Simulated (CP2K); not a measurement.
The C K edge of formyl fluoride was computed by TDDFT (CP2K XAS_TDP, aug-cc-pVTZ, TDA) at these levels: BHandHLYP, PBEh(45%) and PBEh(45%) + GW2X. The first three lines of C2 (bonded to F, O and H) with a strength over 0.0015, energy in eV and strength:

| run | first | second | third |
| --- | --- | --- | --- |
| 1 | 285.09 (0.083) | 290.37 (0.044) | 290.52 (0.025) |
| 2 | 283.16 (0.078) | 288.38 (0.032) | 288.50 (0.028) |
| 3 | 289.49 (0.076) | 294.71 (0.031) | 294.83 (0.027) |

Q: Which run is which?

Run 1: BHandHLYP (50 % exact exchange). Run 2: PBEh(45%) (45 % exact exchange). Run 3: PBEh(45%) + GW2X (45 % exact exchange). Self-interaction lifts the core level, so the uncorrected lines rise with the share of exact exchange. The GW2X run keeps the spacings of its parent: 5.22 eV between the first two lines in run 3, 5.22 eV in run 2. Its shift is +6.33 eV, since the Kohn–Sham level at this share of exchange lies that far above the quasiparticle level.

[Hosts, paths, dates, database ids (printed as entryN), source tags and the programs' standing remarks are cut or masked in the printed files.]
